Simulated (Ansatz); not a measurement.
# Al2HgC2: relaxing a made-up structure, part 2 of 2

Starting from a made-up structure for Al2HgC2, the aim is the relaxed cell, its shortest contacts and, where a second run follows, its electronic structure.

Ansatz 0.2.0; DFT, PBE, plane-wave PAW, files of the set soft_1, scalar-relativistic, no spin, cell and ions relaxed at zero pressure; PAW set soft_1 (the session's first sound run).

So far: Set-up; Relaxing cell and atoms. The relaxed cell has a = 3.451, c = 6.568 Å (conventional setting).

## (3) Bands of the relaxed cell

With the geometry fixed, one more self-consistent run, with a narrower smearing and the mesh shown in its input, gives the bands, and its pressure, and its forces where symmetry allows any, show how far the geometry depends on these settings.

This step: DFT, PBE, plane-wave PAW, files of the set soft_1, scalar-relativistic, no spin, bands and density of states at the relaxed cell; PAW set soft_1 (Ansatz 0.2.0).

input.yaml

```yaml
crystal:
  lattice:
    - [3.4510314004, 0.0, 0.0]
    - [-1.7255157002, 2.988680862, 0.0]
    - [0.0, 0.0, 6.5680480645]
  atoms:
    - { symbol: Hg, position: [0.0, 0.0, 0.0] }
    - { symbol: Al, position: [0.6666666667, 0.3333333333, 0.6484671017] }
    - { symbol: Al, position: [0.3333333333, 0.6666666667, 0.3515328983] }
    - { symbol: C, position: [0.6666666667, 0.3333333333, 0.3102175455] }
    - { symbol: C, position: [0.3333333333, 0.6666666667, 0.6897824545] }
kpoints:
  mp_grid: { grid: [10, 10, 6] }
  band_path:
    path:
      - [[0.0, 0.0, 0.0], [0.5, 0.0, 0.0], [0.33333333, 0.33333333, 0.0], [0.0, 0.0, 0.0], [0.0, 0.0, 0.5], [0.5, 0.0, 0.5], [0.33333333, 0.33333333, 0.5], [0.0, 0.0, 0.5]]
      - [[0.5, 0.0, 0.5], [0.5, 0.0, 0.0]]
      - [[0.33333333, 0.33333333, 0.0], [0.33333333, 0.33333333, 0.5]]
    npoints: 8
scf:
  occupations: { method: fermi_dirac, width: 0.03 }
  n_extra_bands: 9
hamiltonian:
  xc: pbe
  pseudopotentials: { kind: paw, azcp: { folder: soft_1 } }
output:
  forces: true
  stress: true
  write_bands: true
  dos: { projected: true }
  write_density: true
  write_potential: true
  elf: true
  volumetric_format: npy
```

Started as:

```bash
$ ansatz run input.yaml --threads 4 --pin off --max-ram 8192MiB --backend cpu --events-out ev --progress --plain --runs-dir out
```

Numbers of over 12 decimals in the logs are rounded to 6 here.

Output:

```text
[...]
Crystal: 5 atoms, lattice volume = 67.743 Å³
Basis set: ecut = 420 eV, 1317 PW (Γ), exchange–correlation on 48×48×90 points (8 copies of the dense FFT grid, shifted against one another)
Bands: 26, of which v1, the nominal top of the filled ones, is band 17 counted from 1 (16 counted from 0)
Symmetry: 12 space group operations
[...]
k-points: 72 of 600
[...]
SCF iter   1: F=—  HF=-15394.127709 eV  |F-HF|=—  |Δ(HF+E_count)|=         —  Δρ=1.10e-1  dr2=1.88e1  ethr=3.10e-3  ⟨swp⟩=5.5  Hψ=8133  notcnv=0
[...]
SCF iter   9: F=-15389.843662 eV  HF=-15389.843662 eV  |F-HF|=7.31e-10  |Δ(HF+E_count)|=   1.14e-8  Δρ=1.60e-6  dr2=2.41e-9  ethr=2.94e-10  ⟨swp⟩=13.2  Hψ=12294  notcnv=0
SCF 1 converged in 9 iterations: F = -15389.843662 eV  dr2 = 2.41e-9
[...]
NSCF: frozen V_eff on 75 k-points
SCF converged after 9 iterations
Free energy (F): -15389.843662 eV
[...]
Internal energy: -15389.841416 eV  (E = F + TS)
E sigma→0 (E₀):  -15389.842539 eV
Entropy (-TS):   -0.002245 eV (-0.449 meV/atom)
Fermi energy:    10.352799 eV
[...]
--- Forces (eV/Å), atoms counted from 1 ---
  atom   1  Hg    -0.00000000     0.00000000     0.00000000
  atom   2  Al     0.00000000     0.00000000    -0.00124623
  atom   3  Al     0.00000000    -0.00000000     0.00124623
  atom   4  C      0.00000000    -0.00000000    -0.00115984
  atom   5  C     -0.00000000     0.00000000     0.00115984
  max |Σ_I F_I| component: 4.63e-18 eV/Å
--- Stress (GPa, compression-positive) ---
        0.030164       0.000000      -0.000000
        0.000000       0.030164       0.000000
       -0.000000       0.000000      -0.085910
  P = ⅓ Tr σ = -0.0085 GPa (-0.085 kbar)
--- Band table (eV; the first three rows and the last of 72) ---
  k-point 0: bands = [... 13 lower, 9.3601, 9.3601, 10.0343, 10.0343, 10.4358, 14.9206, 16.6682, 17.0379, ... 5 higher]
  k-point 1: bands = [... 13 lower, 9.3179, 9.3179, 10.0872, 10.0872, 11.2363, 14.8810, 16.1755, 17.1158, ... 5 higher]
  k-point 2: bands = [... 13 lower, 9.2472, 9.2472, 10.1797, 10.1797, 12.3068, 14.5135, 15.7656, 17.3452, ... 5 higher]
  k-point 71: bands = [... 13 lower, 6.0770, 6.6163, 9.7157, 9.9369, 11.3459, 12.9267, 13.5807, 14.9773, ... 5 higher]
```

Run time: 1.8 s. Hardware: 4 threads of AMD EPYC 9B14 (Zen 4), shared host; peak memory 0.49 GiB; 6.2 s of CPU time.

The column dr2 measures how far the density is from self-consistency, as an energy; F and HF (Harris–Foulkes) agree once it is small.

This step gave:

```
free energy             : -15389.8437 eV
energy at zero smearing : -15389.8425 eV
smearing term TS        : 0.002245 eV
Fermi energy            : 10.35 eV
pressure                : -0.008527 GPa
```

bands.tsv at the labelled points (eV, zero at the Fermi level; the bands that come nearest the Fermi level along the path):

```
point  band 14  band 15  band 16  band 17  band 18  band 19  band 20  band 21
    Γ    -0.99    -0.99    -0.32    -0.32     0.08     4.57     6.32     6.69
    M    -3.27    -2.49    -2.41    -0.61     1.66     2.73     3.27     5.20
    K    -3.83    -3.18    -1.73    -1.73    -0.61     4.18     4.18     6.14
    Γ    -0.99    -0.99    -0.32    -0.32     0.08     4.57     6.32     6.69
    A    -1.14    -1.14    -0.13    -0.13     2.60     3.68     5.37     7.29
    L    -2.09    -1.64    -1.18    -0.98    -0.15     1.04     3.93     5.52
    H    -4.63    -3.95    -0.43    -0.43     1.16     2.73     2.73     4.42
    A    -1.14    -1.14    -0.13    -0.13     2.60     3.68     5.37     7.29
    L    -2.09    -1.64    -1.18    -0.98    -0.15     1.04     3.93     5.52
    M    -3.27    -2.49    -2.41    -0.61     1.66     2.73     3.27     5.20
    K    -3.83    -3.18    -1.73    -1.73    -0.61     4.18     4.18     6.14
    H    -4.63    -3.95    -0.43    -0.43     1.16     2.73     2.73     4.42
```

Electrostatic potential energy in the ac plane at fractional y = 0.333, with atoms of Al and C within 0.2 Å of it. With pseudopotentials it is smooth inside the atoms' cores, unlike the true potential.

Values in eV, 24 rows by 14 columns, each cell a mean:
```
  6   2   0   1   5   8  10  12  13  13  13  12  11   9
  8   6   5   5   7   9  11  12  12  12  12  12  12  10
 11  10   9   9  10  11  12  12  11  11  11  12  12  11
 12  12  12  12  12  12  11  10   9   8   8  10  11  12
 12  13  13  13  12  11  10   6   3   1   2   5   8  11
 11  12  12  12  12  10   6  -2  -5  -5  -5  -4   2   8
 10  11  12  12  11   8   0  -5   1   6   4  -3  -4   4
  9  11  11  11  10   5  -3  -1  10  14  13   4  -4   1
  9  11  12  12  10   5  -4   0  11  14  13   5  -4   1
 10  12  12  12  11   7  -1  -4   3   8   6  -2  -4   3
 11  12  12  12  11   9   4  -3  -5  -4  -5  -4   1   7
 11  11  11  11  11  10   9   5   2   0   1   4   8  10
 10  10   9   9  10  11  11   9   8   7   7   9  10  11
  9   8   7   7   9  10  10   8   3  -1   1   6  10  10
  8   6   4   5   7   9   9  -2 -17 -24 -22  -8   5   9
  8   6   4   4   7   9   6 -15 -29 -30 -30 -22  -2   8
  9   7   6   7   9   9   6 -17 -30 -30 -30 -25  -3   8
 11   9   8   9  10  11   9  -7 -25 -30 -28 -16   3  10
 12  11  10  10  11  12  11   6  -3  -9  -7   3  10  12
 12  11  11  11  12  12  13  12  11  10  10  12  13  13
 11  10   9   9  11  12  13  13  13  13  13  13  13  12
  9   7   6   6   8  10  12  13  14  14  14  13  13  11
  6   3   0   1   5   8  11  13  13  14  14  13  12  10
  5   0  -3  -1   3   7  10  12  13  13  13  12  11   9
```
Columns run along a (3.5 Å; values clipped at the 3rd and 97th percentile), rows up along c (6.6 Å). Atoms in or near the plane, at fractional coordinates: Al at (0.67, 0.65), C at (0.67, 0.31).

Valence density in the ac plane at fractional y = 0.333, with atoms of Al and C within 0.2 Å of it. It is the smooth field of the valence electrons, not physical close to the nuclei.

Ten even steps from '_' (0.1 e/Å³) to '@' (1.6 e/Å³), each cell a mean:
```
::------::..______________..
..::::::....________________
__........__________________
____..______________________
__......____________________
..............____________..
..............__________....
....::::......__________....
..............____________..
............______________..
____________________________
______________............__
____________....::::::......
__________....--======--::..
..______....--++##%%##**==::
..______..::==##@@@@@@%%++--
..______..::==%%@@@@@@@@++--
..______....--++##%%%%**==::
__________....--======--::..
____________......::......__
__......____________________
....::::....________________
::::----::..______________..
::--====::..______________..
```
Columns run along a (3.5 Å), rows up along c (6.6 Å). Atoms in or near the plane, at fractional coordinates: Al at (0.67, 0.65), C at (0.67, 0.31).

ELF in the ac plane at fractional y = 0.333, with atoms of Al and C within 0.2 Å of it. It is the smooth field of the valence electrons, not physical close to the nuclei.

Ten even steps from '_' (0.03) to '@' (0.85), each cell a mean:
```
::--------::::..______....::
::::::::::::....______....::
..::::::..........__........
::::..::::::::::......::::::
----------====--::....::--==
**************--..____::++**
%%%%##%%%%%%##::______..++##
%%%%%%%%%%%%**..__::____==%%
%%######%%##++____::..__--##
************==..________::++
============--::::::::::----
::::::::::----++******++==--
--::..::--==++**##%%####**==
++--..::==**##%%%%%%%%%%%%##
##==::::**%%@@@@##++**%%@@@@
%%==::--##@@@@@@==..::##@@@@
%%==::--**@@@@%%==__..##@@@@
**==::--++%%@@@@**--==%%@@@@
==::::::--++##%%######%%%%**
::::::::::::==**********++--
..::::::::..::----====--::::
::::--::::::................
::--------::......____....::
----------::::..______....::
```
Columns run along a (3.5 Å), rows up along c (6.6 Å). Atoms in or near the plane, at fractional coordinates: Al at (0.67, 0.65), C at (0.67, 0.31).

## (4) What came out

| Item | Value |
| --- | --- |
| space group, relaxed | P-3m1 |
| conventional cell | a = 3.451, b = 3.451, c = 6.568 Å; α = 90.0°, β = 90.0°, γ = 120.0° |
| volume per atom | 13.55 Å³ (guess 11.80) |

In words: Al2HgC2 relaxes to P-3m1 with a = 3.451, b = 3.451 and c = 6.568 Å. The guessed volume was 13 % too small. The space group P-3m1 was held in the relaxation, so the end point is a stationary structure within it and may be a saddle against distortions or other arrangements. Bands cross the Fermi level, so it is a metal or semimetal at this level. On the 10×10×6 mesh with the narrower smearing (relaxed on 9×9×5) the largest force component is 0.001 eV/Å and the largest stress component is 0.086 GPa, against the relaxation's thresholds of 0.015 eV/Å and 0.05 GPa. The cutoff wasn't tested. A vector of the cell changed its length by 13 %, more than the volume shows. Spin-orbit coupling is left out, which can matter for elements this heavy. No dispersion term is used, so weakly bound directions may come out too long. Nothing here tests whether the compound is stable against decomposition.

[Logs are printed without paths, hosts, clocks, repeated set-up lines and the standing remarks that a program may print on its own settings, such as how far it seeks lower states.]

[Hosts, paths, dates, database ids (printed as entryN), source tags and the programs' standing remarks are cut or masked in the printed files.]
